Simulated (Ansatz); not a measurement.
# WC (Qusongite, P-6m2) under biaxial strain in the (0001) plane, that of a and b

Aim: how do the optical modes of WC (Qusongite, P-6m2) shift and split under this strain?

Program: Ansatz 0.2.0. Level of theory: DFT PBEsol, scalar-relativistic, plane waves, PAW; PAW set soft_1. Results are calculated unless marked as measured.

### 1. The structure

The structure is hexagonal, space group P-6m2 (No. 187). The conventional cell has a = 2.907 Å, b = 2.907 Å, c = 2.837 Å, α = 90.00°, β = 90.00°, γ = 120.00°. C has 6 W at 2.20 Å nearest. W has 6 C at 2.20 Å nearest. Farther neighbours are not listed.

### 2. Relaxation

Harmonic phonons are second derivatives at a point where the forces vanish, and they are wanted at zero stress, so atoms and cell are relaxed first.

input.yaml

```yaml
crystal:
  lattice:
    - [2.9065, 0.0, 0.0]
    - [-1.45325, 2.5171028361, 0.0]
    - [0.0, 0.0, 2.8366]
  atoms:
    - { symbol: C, position: [0.66666667, 0.33333333, 0.5] }
    - { symbol: W, position: [0.0, 0.0, 0.0] }
kpoints:
  mp_grid: { grid: [18, 18, 14] }
hamiltonian:
  xc: pbesol
  pseudopotentials: { kind: paw, azcp: { folder: soft_1 }, xc_functional: pbe }
scf:
  occupations: { method: gaussian, width: 0.1 }
output:
  forces: true
  stress: true
  eigenvalues: true
  write_density: true
  write_potential: true
  elf: true
  volumetric_format: npy
relax:
  adjacent_minimum: "off"
  f_tol: 0.005
  max_steps: 80
  cell: { stress_tol: 0.05 }
```

Command:

```
$ ansatz run input.yaml --threads 4 --pin off --max-ram 10240MiB --backend cpu --events-out ev --progress --plain --runs-dir out
```

Numbers of over 12 decimals in the logs are rounded to 6 here.

Log:

```text
Engine: ansatz 0.2.0, x86_64-unknown-linux-gnu
Pseudopotentials: kind: paw
Pseudopotential: C, paw, valence charge 4, recommended cutoff 420 eV (normal), soft_1/C.paw.azcp
Pseudopotential: W, paw, valence charge 14, recommended cutoff 420 eV (normal), soft_1/W.paw.azcp
Functional definition: PBEsol
  exchange = pbesol_x
  correlation = pbesol_c
Crystal: 2 atoms, lattice volume = 20.752 Å³
Basis set: ecut = 420 eV, 405 PW (Γ), exchange–correlation on 40×40×40 points (8 copies of the dense FFT grid, shifted against one another)
Bands: 13, of which v1, the nominal top of the filled ones, is band 9 counted from 1 (8 counted from 0)
Symmetry: 12 space group operations
Space group: P-6m2 (ITA 187), of the structure as read, at distance tolerance 2.7e-5 Å
k-points: 296 of 4536 (time reversal used)
Non-local potential: C, projectors of the file, l = 0: 2, l = 1: 2, l = 2: 1
Non-local potential: W, projectors of the file, l = 0: 3, l = 1: 2, l = 2: 2, l = 3: 1
PAW form: soft (Blöchl's): semilocal exchange-correlation on the pseudo side does not see the compensation charge
PAW frozen core: C, regenerated for the run's functional, and the local potential with it (the file was generated under x = pbe(κ = 0.804, μ = 0.219515), c = pbe(β = 0.066725))
PAW frozen core: W, regenerated for the run's functional, and the local potential with it (the file was generated under x = pbe(κ = 0.804, μ = 0.219515), c = pbe(β = 0.066725))
PAW one-centre angular grid: C, 110 points (default); XC on 64 Gauss nodes
PAW one-centre angular grid: W, 590 points (default); XC on 64 Gauss nodes
Initial density: superposition of atomic densities (chi_scale 0.1, normalization cell, long waves kept (reshape's long-wave potential 0.00 eV rms))
Initial wavefunctions: pseudopotential atomic-orbital guess
Functional: x = pbesol(κ = 0.804, μ = 0.123457), c = pbesol(β = 0.046)
SCF iter   1: F=—  HF=-10505.933442 eV  |F-HF|=—  |Δ(HF+E_count)|=         —  Δρ=1.29e-1  dr2=4.67e0  ethr=3.10e-3  ⟨swp⟩=5.0  Hψ=18411  notcnv=0
preconditioner: auto → none  [metal: Δε(μ)=0.061 eV  Ē_g=10.786 eV  σ=0.100 eV  W_gap=0.33  n_scr=8 (ndim 8)  ℏωp=25.8 eV  f_vac=0.000  D(μ)=0.16/eV (n_scr^D=0)  sad-step TF]
SCF iter   2: F=—  HF=-10505.363202 eV  |F-HF|=—  |Δ(HF+E_count)|=   5.70e-1  Δρ=9.15e-2  dr2=2.42e0  ethr=3.10e-3  ⟨swp⟩=2.0  Hψ=7388  notcnv=0  defer=1
SCF iter   3: F=—  HF=-10504.748383 eV  |F-HF|=—  |Δ(HF+E_count)|=   6.15e-1  Δρ=9.20e-3  dr2=2.04e-2  ethr=3.10e-3  ⟨swp⟩=2.2  Hψ=6599  notcnv=0  defer=1
SCF iter   4: F=—  HF=-10504.745777 eV  |F-HF|=—  |Δ(HF+E_count)|=   2.61e-3  Δρ=9.55e-4  dr2=9.48e-5  ethr=1.13e-4  ⟨swp⟩=1.2  Hψ=6214  notcnv=0  defer=1
SCF iter   5: F=—  HF=-10504.745844 eV  |F-HF|=—  |Δ(HF+E_count)|=   6.62e-5  Δρ=1.62e-4  dr2=2.56e-6  ethr=5.27e-7  ⟨swp⟩=2.1  Hψ=5988  notcnv=0  defer=1
SCF iter   6: F=-10504.745844 eV  HF=-10504.745844 eV  |F-HF|=4.88e-8  |Δ(HF+E_count)|=   2.08e-7  Δρ=2.46e-5  dr2=8.90e-8  ethr=5.56e-10  ⟨swp⟩=10.1  Hψ=27384  notcnv=0
SCF 1 converged in 6 iterations: F = -10504.745844 eV  dr2 = 8.90e-8
  greatest PAW one-centre occupation: 0.999 electrons in one spin orbital (limit 2), on the W atom at site 1 (counted from 0), in its partial waves of l = 0
relax step   1: F+E_penalty+E_count = -10504.74584374 eV  Δ(F+E_penalty+E_count) = +0.000e0 eV  max|allowed force component| = 1.237e-16 eV/Å  Δτ_max = 0.0000 Å  P = -3.434 GPa  Ω = 20.752 Å³  (6 SCF iters, dr2 threshold 1.00e-7 eV, accepted)
Crystal: 2 atoms, lattice volume = 20.479 Å³
Initial density: handed on by an earlier stage of this run
Initial wavefunctions: those handed on with the density
iter 1 solved again at ethr=9.96e-6 eV; its pass at ethr=3.10e-3 eV (dr2=1.79e-3 eV) is discarded
SCF iter   1: F=—  HF=-10504.747896 eV  |F-HF|=—  |Δ(HF+E_count)|=         —  Δρ=2.68e-3  dr2=1.75e-3  ethr=9.96e-6  ⟨swp⟩=1.0  Hψ=20829  notcnv=0
preconditioner: auto → none  [metal: Δε(μ)=0.071 eV  Ē_g=10.238 eV  σ=0.100 eV  W_gap=0.38  n_scr=8 (ndim 8)  ℏωp=25.9 eV  f_vac=0.000  D(μ)=0.24/eV (n_scr^D=0)]
SCF iter   2: F=—  HF=-10504.747526 eV  |F-HF|=—  |Δ(HF+E_count)|=   3.70e-4  Δρ=1.04e-3  dr2=2.77e-4  ethr=9.70e-6  ⟨swp⟩=1.5  Hψ=4470  notcnv=0
SCF iter   3: F=—  HF=-10504.747462 eV  |F-HF|=—  |Δ(HF+E_count)|=   6.45e-5  Δρ=1.19e-4  dr2=2.02e-6  ethr=1.54e-6  ⟨swp⟩=2.0  Hψ=4710  notcnv=0
SCF iter   4: F=—  HF=-10504.747466 eV  |F-HF|=—  |Δ(HF+E_count)|=   4.01e-6  Δρ=1.91e-5  dr2=3.03e-8  ethr=1.12e-8  ⟨swp⟩=2.4  Hψ=5193  notcnv=0
iter 5 did not close the SCF: its close was put off for the readings that it lacked (scf_convergence_deferred on its scf_iter line)
SCF iter   5: F=-10504.747466 eV  HF=-10504.747466 eV  |F-HF|=9.82e-11  |Δ(HF+E_count)|=   6.31e-9  Δρ=2.10e-6  dr2=3.46e-10  ethr=1.69e-10  ⟨swp⟩=2.6  Hψ=6180  notcnv=0
SCF iter   6: F=-10504.747466 eV  HF=-10504.747466 eV  |F-HF|=1.82e-12  |Δ(HF+E_count)|=  2.18e-11  Δρ=4.57e-7  dr2=9.17e-12  ethr=1.92e-12  ⟨swp⟩=4.2  Hψ=17559  notcnv=0
SCF 2 converged in 6 iterations: F = -10504.747466 eV  dr2 = 9.17e-12
relax step   2: F+E_penalty+E_count = -10504.74746580 eV  Δ(F+E_penalty+E_count) = -1.622e-3 eV  max|allowed force component| = 6.476e-17 eV/Å  Δτ_max = 0.0000 Å  P = +1.921 GPa  Ω = 20.479 Å³  energy of the carried Pulay correction = +3.798e-4 eV  (6 SCF iters, dr2 threshold 2.00e-7 eV, accepted)
Crystal: 2 atoms, lattice volume = 20.578 Å³
iter 1 solved again at ethr=8.81e-7 eV; its pass at ethr=3.10e-3 eV (dr2=1.59e-4 eV) is discarded
SCF iter   1: F=—  HF=-10504.747945 eV  |F-HF|=—  |Δ(HF+E_count)|=         —  Δρ=8.70e-4  dr2=1.67e-4  ethr=8.81e-7  ⟨swp⟩=2.0  Hψ=23219  notcnv=0
preconditioner: auto → none  [metal: Δε(μ)=0.068 eV  Ē_g=10.187 eV  σ=0.100 eV  W_gap=0.37  n_scr=8 (ndim 8)  ℏωp=25.9 eV  f_vac=0.000  D(μ)=0.25/eV (n_scr^D=0)]
SCF iter   2: F=—  HF=-10504.747911 eV  |F-HF|=—  |Δ(HF+E_count)|=   3.42e-5  Δρ=3.29e-4  dr2=2.45e-5  ethr=8.81e-7  ⟨swp⟩=2.1  Hψ=4800  notcnv=0
SCF iter   3: F=—  HF=-10504.747905 eV  |F-HF|=—  |Δ(HF+E_count)|=   5.48e-6  Δρ=4.84e-5  dr2=3.77e-7  ethr=1.36e-7  ⟨swp⟩=2.1  Hψ=4723  notcnv=0
iter 4 did not close the SCF: its close was put off for the readings that it lacked (scf_convergence_deferred on its scf_iter line)
SCF iter   4: F=-10504.747905 eV  HF=-10504.747905 eV  |F-HF|=1.22e-9  |Δ(HF+E_count)|=   6.59e-8  Δρ=7.17e-6  dr2=5.14e-9  ethr=2.10e-9  ⟨swp⟩=2.2  Hψ=5076  notcnv=0
iter 5 did not close the SCF: its close was put off for the readings that it lacked (scf_convergence_deferred on its scf_iter line)
SCF iter   5: F=-10504.747905 eV  HF=-10504.747905 eV  |F-HF|=5.82e-11  |Δ(HF+E_count)|=  1.29e-10  Δρ=9.37e-7  dr2=1.04e-10  ethr=2.86e-11  ⟨swp⟩=2.5  Hψ=5995  notcnv=0
SCF iter   6: F=-10504.747905 eV  HF=-10504.747905 eV  |F-HF|=9.09e-12  |Δ(HF+E_count)|=  5.46e-12  Δρ=1.78e-7  dr2=2.03e-12  ethr=1.00e-12  ⟨swp⟩=4.2  Hψ=16709  notcnv=0
SCF 3 converged in 6 iterations: F = -10504.747905 eV  dr2 = 2.03e-12
relax step   3: F+E_penalty+E_count = -10504.74790535 eV  Δ(F+E_penalty+E_count) = -4.396e-4 eV  max|allowed force component| = 1.712e-16 eV/Å  Δτ_max = 0.0000 Å  P = +0.054 GPa  Ω = 20.578 Å³  energy of the carried Pulay correction = +2.435e-4 eV  (6 SCF iters, dr2 threshold 2.00e-7 eV, accepted)
[...]
relax step   4: F+E_penalty+E_count = -10504.74797593 eV  Δ(F+E_penalty+E_count) = -7.058e-5 eV  max|allowed force component| = 1.388e-16 eV/Å  Δτ_max = 0.0000 Å  P = -0.064 GPa  Ω = 20.581 Å³  energy of the carried Pulay correction = +2.392e-4 eV  (6 SCF iters, dr2 threshold 2.00e-7 eV, accepted)
[...]
relax step   5: F+E_penalty+E_count = -10504.74798157 eV  Δ(F+E_penalty+E_count) = -5.642e-6 eV  max|allowed force component| = 1.943e-16 eV/Å  Δτ_max = 0.0000 Å  P = -0.000 GPa  Ω = 20.578 Å³  energy of the carried Pulay correction = +2.433e-4 eV  (7 SCF iters, accepted)
Initial wavefunctions: pseudopotential atomic-orbital guess (no wavefunctions were taken with the density)
iter 1 solved again at ethr=3.05e-8 eV; its pass at ethr=3.10e-3 eV (dr2=5.49e-6 eV) is discarded
SCF iter   1: F=—  HF=-10504.747744 eV  |F-HF|=—  |Δ(HF+E_count)|=         —  Δρ=2.85e-5  dr2=2.44e-8  ethr=3.05e-8  ⟨swp⟩=3.0  Hψ=29498  notcnv=0
preconditioner: auto → none  [metal: Δε(μ)=0.071 eV  Ē_g=10.187 eV  σ=0.100 eV  W_gap=0.38  n_scr=8 (ndim 8)  ℏωp=25.9 eV  f_vac=0.000  D(μ)=0.25/eV (n_scr^D=0)]
SCF iter   2: F=—  HF=-10504.747748 eV  |F-HF|=—  |Δ(HF+E_count)|=   3.93e-6  Δρ=1.38e-5  dr2=4.69e-9  ethr=1.36e-10  ⟨swp⟩=2.1  Hψ=6137  notcnv=0
SCF iter   3: F=—  HF=-10504.747748 eV  |F-HF|=—  |Δ(HF+E_count)|=   5.36e-9  Δρ=1.21e-6  dr2=4.08e-11  ethr=2.61e-11  ⟨swp⟩=2.0  Hψ=6515  notcnv=0
iter 4 did not close the SCF: its close was put off for the readings that it lacked (scf_convergence_deferred on its scf_iter line)
SCF iter   4: F=-10504.747748 eV  HF=-10504.747748 eV  |F-HF|=3.64e-12  |Δ(HF+E_count)|=  6.00e-11  Δρ=8.94e-8  dr2=6.31e-13  ethr=1.00e-12  ⟨swp⟩=1.0  Hψ=3848  notcnv=0
iter 5 did not close the SCF: its close was put off for the readings that it lacked (scf_convergence_deferred on its scf_iter line)
SCF iter   5: F=-10504.747748 eV  HF=-10504.747748 eV  |F-HF|=0.00e0  |Δ(HF+E_count)|=  1.82e-12  Δρ=1.24e-8  dr2=4.30e-14  ethr=1.00e-12  ⟨swp⟩=1.0  Hψ=3848  notcnv=0
iter 6 did not close the SCF: its close was put off for the readings that it lacked (scf_convergence_deferred on its scf_iter line)
SCF iter   6: F=-10504.747748 eV  HF=-10504.747748 eV  |F-HF|=5.46e-12  |Δ(HF+E_count)|=  1.82e-12  Δρ=1.96e-9  dr2=6.78e-16  ethr=1.00e-12  ⟨swp⟩=1.0  Hψ=3848  notcnv=0
iter 7 did not close the SCF: its close was put off for the readings that it lacked (scf_convergence_deferred on its scf_iter line)
SCF iter   7: F=-10504.747748 eV  HF=-10504.747748 eV  |F-HF|=7.28e-12  |Δ(HF+E_count)|=  1.82e-12  Δρ=9.66e-10  dr2=2.39e-16  ethr=1.00e-12  ⟨swp⟩=1.0  Hψ=3848  notcnv=0
SCF iter   8: F=-10504.747748 eV  HF=-10504.747748 eV  |F-HF|=9.09e-12  |Δ(HF+E_count)|=  3.64e-12  Δρ=2.38e-10  dr2=1.02e-17  ethr=1.00e-12  ⟨swp⟩=2.0  Hψ=10041  notcnv=0
SCF 6 converged in 8 iterations: F = -10504.747748 eV  dr2 = 1.02e-17
relax step   6: F+E_penalty+E_count = -10504.74774760 eV  Δ(F+E_penalty+E_count) = +2.340e-4 eV  max|allowed force component| = 1.388e-16 eV/Å  Δτ_max = 0.0000 Å  P = -0.012 GPa  Ω = 20.578 Å³  stress off target by 1.20e-2 GPa  SCF on the basis re-selected at this cell (its energy is not comparable with the rows above)  (8 SCF iters)
basis re-selected at this cell: Δ(F+E_penalty+E_count) = +2.340e-4 eV, ΔP = -0.012 GPa vs the last step (what re-selecting the basis moved, of the pressure what is left beyond the Pulay correction that the steps carried, after the strain that the cell walked since its last selection, with what the two solves' SCF thresholds leave and, on support functions, any second-order correction that the steps lacked; it is no m [...]
SCF converged after 8 iterations
Free energy (F): -10504.747748 eV
Harris-Foulkes:  -10504.747748 eV  (|F-HF|=9.09e-12)
Internal energy: -10504.746494 eV  (E = F + TS)
E sigma→0 (E₀):  -10504.747121 eV
Entropy (-TS):   -0.001253 eV (-0.627 meV/atom)
Fermi energy:    20.494002 eV
--- Per-component energies (eV) ---
  E_band       = -59.817116
  E_kinetic    = 509.816356
  E_local      = -597.766733  (includes V_loc(G=0)·N_el)
  E_nonlocal   = -0.107998
  E_hartree    = 245.358108
  E_xc         = -314.014945
  E_vxc        = -290.762624  (∫ρ·V_xc dr)
  E_paw        = -8546.956228  (= ΣΔE_a)
  E_vpaw       = -171.712498  (= ΣTr[D̂ρ^β])
  E_aug_tail   = 0.000165  (compensation charges beyond the density's cutoff)
  E_ewald      = -1801.318177
  E_core_change = 0.242958  (= ΣΔE_core)
  E_smearing   = -0.001253  (= −TS)
  E_closure    = -0.000000  (closes the sum)
  Σ components = -10504.747748   (vs F -10504.747748, Δ=0.00e0)
--- Forces (eV/Å), atoms counted from 1 ---
  atom   1  C      0.00000000     0.00000000     0.00000000
  atom   2  W      0.00000000     0.00000000     0.00000000
  max |Σ_I F_I| component: 3.15e-16 eV/Å
--- Stress (GPa, compression-positive) ---
       -0.011981      -0.000000      -0.000000
       -0.000000      -0.011981      -0.000000
       -0.000000      -0.000000      -0.011393
  P = ⅓ Tr σ = -0.0118 GPa (-0.118 kbar)
--- Band table (eV; the first three rows and the last of 296) ---
  k-point 0: bands = [... 5 lower, 16.1153, 17.1184, 17.1184, 20.6105, 23.7602, 23.7602, 26.1833, 26.1833]
  k-point 1: bands = [... 5 lower, 16.0590, 17.1760, 17.1760, 20.5876, 23.3108, 23.3108, 26.4550, 26.4550]
  k-point 2: bands = [... 5 lower, 15.8093, 17.3432, 17.3432, 20.6648, 22.4241, 22.4241, 26.7673, 26.7673]
  k-point 295: bands = [... 5 lower, 13.1814, 15.0620, 18.9125, 19.8371, 24.9562, 27.0020, 28.2032, 29.6785]
--- Relaxed structure (5 steps of the walk, 5 accepted, 1 SCFs on fresh bases) ---
  F+E_penalty+E_count = -10504.74774760 eV   max|allowed force component| = 1.388e-16 eV/Å   (the final SCF, on the basis selected at the relaxed cell)
  cell:  # Å, volume = 20.5778 Å³
    - [2.898613, -8.756623679376025e-19, 0]
    - [-1.449306, 2.510272, 0]
    - [0, 0, 2.828056]
  atoms:
    - { symbol: C, position: [0.666667, 0.333333, 0.500000] }
    - { symbol: W, position: [1.8503717008154225e-17, -1.8503717008154225e-17, 0.0] }
```

Wall time 38 s (4 threads of Intel Xeon at 2.50GHz (Skylake/Cascade Lake), shared host); peak memory 0.46 GiB; 1.9 min of CPU time.

Step by step:

```tsv
step	energy less that of the first step (eV)	largest force component (eV/Å)	pressure (GPa)	volume (Å³)
1	0.0000	0.0000	-3.43	20.75
2	-0.0016	0.0000	1.92	20.48
3	-0.0021	0.0000	0.05	20.58
4	-0.0021	0.0000	-0.06	20.58
5	-0.0021	0.0000	0.00	20.58
6*	-0.0019	0.0000	-0.01	20.58
```

Relaxation steps marked * repeat the geometry before them on a plane-wave basis chosen anew for their cell, so energy and pressure can jump there.

The run keeps the 12 symmetry operations that it works with, so distortions that break them were not tested.

```tsv
conventional cell, symmetrised	before	after	change
a (Å)	2.907	2.899	-0.3 %
b (Å)	2.907	2.899	-0.3 %
c (Å)	2.837	2.828	-0.3 %
volume (Å³/atom)	10.38	10.29	-0.8 %
```

Final coordinates:

```xyz
2
Lattice="2.8986 0.0000 0.0000 -1.4493 2.5103 0.0000 0.0000 0.0000 2.8281" Properties=species:S:1:pos:R:3 pbc="T T T"
C     1.4493    0.8368    1.4140
W     0.0000    0.0000    0.0000
```

Numbers from this step:

```yaml
pressure: -0.01179 GPa
volume_per_atom: 10.29 Å³
gap_on_the_k_mesh: 0 eV
```

ELF in the ac plane at fractional y = 0.333, with atoms of C within 0.2 Å of it. It is the smooth field of the valence electrons, not physical close to the nuclei.

Values, 15 rows by 15 columns:
```
0.26 0.38 0.44 0.44 0.37 0.26 0.19 0.20 0.24 0.28 0.29 0.28 0.24 0.20 0.19
0.21 0.27 0.32 0.32 0.27 0.22 0.21 0.29 0.40 0.47 0.49 0.47 0.40 0.29 0.22
0.20 0.18 0.18 0.18 0.18 0.20 0.31 0.49 0.62 0.68 0.69 0.68 0.62 0.48 0.31
0.28 0.16 0.12 0.12 0.16 0.28 0.49 0.68 0.75 0.75 0.74 0.75 0.75 0.68 0.49
0.43 0.22 0.14 0.14 0.22 0.43 0.66 0.77 0.75 0.67 0.61 0.67 0.75 0.77 0.66
0.56 0.32 0.19 0.19 0.32 0.56 0.73 0.76 0.63 0.35 0.20 0.35 0.63 0.76 0.73
0.61 0.38 0.23 0.23 0.38 0.61 0.75 0.73 0.46 0.09 0.01 0.09 0.46 0.73 0.75
0.61 0.38 0.23 0.23 0.38 0.61 0.75 0.73 0.46 0.09 0.01 0.09 0.46 0.73 0.75
0.56 0.32 0.19 0.19 0.32 0.56 0.73 0.76 0.63 0.35 0.20 0.35 0.63 0.76 0.73
0.43 0.22 0.14 0.14 0.22 0.43 0.66 0.77 0.75 0.67 0.61 0.67 0.75 0.77 0.66
0.28 0.16 0.12 0.12 0.16 0.28 0.49 0.68 0.75 0.75 0.74 0.75 0.75 0.68 0.49
0.20 0.18 0.18 0.18 0.18 0.20 0.31 0.49 0.62 0.68 0.69 0.68 0.62 0.48 0.31
0.21 0.27 0.32 0.32 0.27 0.22 0.21 0.29 0.40 0.47 0.49 0.47 0.40 0.29 0.22
0.26 0.38 0.44 0.44 0.37 0.26 0.19 0.20 0.24 0.28 0.29 0.28 0.24 0.20 0.19
0.29 0.42 0.49 0.49 0.41 0.29 0.19 0.17 0.19 0.21 0.22 0.21 0.19 0.17 0.19
```
Columns run along a (2.9 Å), rows up along c (2.8 Å). Atoms in or near the plane, at fractional coordinates: C at (0.67, 0.50).

Valence density in the ac plane at fractional y = 0.333, with atoms of C within 0.2 Å of it. It is the smooth field of the valence electrons, not physical close to the nuclei.

Ten even steps from '_' (0.3 e/Å³) to '@' (1.7 e/Å³):
```
--++****++--....__________....
::--====--::..................
....::::........::::::::::....
....____......::==++++++==::..
..________..::==**%%%%%%**==::
..________..--++%%@@@@@@%%++--
..________..--**@@@@%%@@@@**--
..________..--**@@@@%%@@@@**--
..________..--++%%@@@@@@%%++--
..________..::==**%%%%%%**==::
....____......::==++++++==::..
....::::........::::::::::....
::--====--::..................
--++****++--....__________....
--++####++--..______________..
```
Columns run along a (2.9 Å), rows up along c (2.8 Å). Atoms in or near the plane, at fractional coordinates: C at (0.67, 0.50).

Electrostatic potential energy in the ac plane at fractional y = 0.333, with atoms of C within 0.2 Å of it. With pseudopotentials it is smooth inside the atoms' cores, unlike the true potential.

Values in eV, 15 rows by 15 columns:
```
  4  -3  -6  -6  -3   4  11  16  18  20  20  20  18  16  11
  8   2  -1  -1   2   8  13  16  18  19  19  19  18  16  13
 12   9   7   7   9  12  15  17  17  17  17  17  17  17  15
 16  14  13  13  14  16  17  16  12   6   4   6  13  16  17
 18  18  17  17  18  18  17  11  -3 -15 -19 -15  -3  11  17
 19  20  20  20  20  19  16   2 -19 -33 -38 -33 -19   2  16
 20  21  21  21  21  20  14  -5 -28 -38 -38 -38 -28  -5  14
 20  21  21  21  21  20  14  -5 -28 -38 -38 -38 -28  -5  14
 19  20  20  20  20  19  16   2 -19 -33 -38 -33 -19   2  16
 18  18  17  17  18  18  17  11  -3 -15 -19 -15  -3  11  17
 16  14  13  13  14  16  17  16  12   6   4   6  13  16  17
 12   9   7   7   9  12  15  17  17  17  17  17  17  17  15
  8   2  -1  -1   2   8  13  16  18  19  19  19  18  16  13
  4  -3  -6  -6  -3   4  11  16  18  20  20  20  18  16  11
  3  -4  -8  -8  -4   3  10  15  18  20  20  20  18  15  10
```
Columns run along a (2.9 Å; values clipped at the 3rd and 97th percentile), rows up along c (2.8 Å). Atoms in or near the plane, at fractional coordinates: C at (0.67, 0.50).

In this step the volume went from 10.38 to 10.29 Å³/atom.

### 3. Tight relaxation

Phonons need small forces and stress, so the relaxation is finished with tight tolerances on 18×18×16 k points.

input.yaml

```yaml
crystal:
  lattice:
    - [2.8986127346, 0.0, 0.0]
    - [-1.4493063673, 2.5102722639, 0.0]
    - [0.0, 0.0, 2.8280563979]
  atoms:
    - { symbol: C, position: [0.6666666667, 0.3333333333, 0.5] }
    - { symbol: W, position: [0.0, 0.0, 0.0] }
kpoints:
  mp_grid: { grid: [18, 18, 16] }
hamiltonian:
  xc: pbesol
  pseudopotentials: { kind: paw, azcp: { folder: soft_1 }, xc_functional: pbe }
scf:
  occupations: { method: methfessel_paxton, width: 0.2 }
output:
  forces: true
  stress: true
  eigenvalues: true
relax:
  adjacent_minimum: "off"
  f_tol: 0.001
  max_steps: 60
  cell: { stress_tol: 0.01 }
```

Log:

```text
[...]
Crystal: 2 atoms, lattice volume = 20.578 Å³
Basis set: ecut = 420 eV, 405 PW (Γ), exchange–correlation on 40×40×40 points (8 copies of the dense FFT grid, shifted against one another)
Bands: 13, of which v1, the nominal top of the filled ones, is band 9 counted from 1 (8 counted from 0)
Symmetry: 12 space group operations
[...]
k-points: 333 of 5184 (time reversal used)
[...]
k-point 332: bands = [... 5 lower, 13.1814, 15.0623, 18.9128, 19.8366, 24.9554, 27.0016, 28.2028, 29.6778]
--- Relaxed structure (3 steps of the walk, 2 accepted, 1 SCFs on fresh bases) ---
[...]
cell:  # Å, volume = 20.5779 Å³
    - [2.898596, 0.0, 0]
    - [-1.449298, 2.510257, 0]
    - [0, 0.0, 2.828097]
  atoms:
    - { symbol: C, position: [0.666667, 0.333333, 0.500000] }
    - { symbol: W, position: [-3.700743415524895e-17, 0, 0] }
[key lines of the parts left out:]
SCF converged after 4 iterations
Free energy (F): -10504.746435 eV
Fermi energy:    20.493507 eV
P = ⅓ Tr σ = -0.0001 GPa (-0.001 kbar)
```

Wall time 27 s (4 threads); peak memory 0.46 GiB.

Little changed from the start: no atom moved by 0.005 Å and no cell edge by 0.1 %.

Numbers from this step:

```yaml
pressure: -1.35e-4 GPa
```

The forces vanish by symmetry and the pressure is 0.000 GPa, within the tolerances set. The cell now holds 10.29 Å³/atom.

(Part 1 of 2 ends here.)

[Logs are printed without paths, hosts, clocks, repeated set-up lines and the standing remarks that a program may print on its own settings, such as how far it seeks lower states.]

[Hosts, paths, dates, database ids (printed as entryN), source tags and the programs' standing remarks are cut or masked in the printed files.]
